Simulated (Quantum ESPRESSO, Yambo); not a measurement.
An input for Yambo 5.3.0 (LuBi2O4Cl (P4/mmm)):

```
optics
chi
dipoles
Chimod= "HARTREE"
% QpntsRXd
 1 | 1 |
%
% BndsRnXd
 1 | 170 |
%
NGsBlkXd= 3 Ry
% EnRngeXd
 0 | 30 | eV
%
% DmRngeXd
 0.2 | 0.2 | eV
%
ETStpsXd= 301
% LongDrXd
 0 | 0 | 1 |
%
```

```sh
OMP_NUM_THREADS=1 mpirun -n 8 yambo -F optics3.in -J optics3 -C optics3 > optics3.log
```

The stored states that it reads are on a 4×4×2 mesh. Symmetry: P4/mmm, No. 123, tetragonal system. Conventional cell: a = 3.823 Å, b = 3.823 Å, c = 8.856 Å, α = 90.00°, β = 90.00°, γ = 90.00°. Nearest to Lu lie 8 O at 2.34 Å. Nearest to Bi lie 4 O at 2.23 Å. Cl has 8 Bi at 3.33 Å nearest. Nearest to O lie 2 Bi at 2.23 Å and 2 Lu at 2.34 Å. Farther neighbours and most contacts between anions are not listed.

**Question.** Estimate wall time and host memory on 8 MPI ranks of Arm Neoverse V1, shared host.

It took 42 s; on shared hardware allow 21 s to 84 s. Peak host memory was 4.7 GiB.

[Paths, hosts, dates, memory and timing lines, banners, echoed tables and standing remarks are left out of the program output.]

[Logs are printed without paths, hosts, clocks, repeated set-up lines and the standing remarks that a program may print on its own settings, such as how far it seeks lower states.]

[Runs of the session that timed out or met a known fault of the program may be left out.]

[Hosts, paths, dates, database ids (printed as entryN), source tags and the programs' standing remarks are cut or masked in the printed files.]
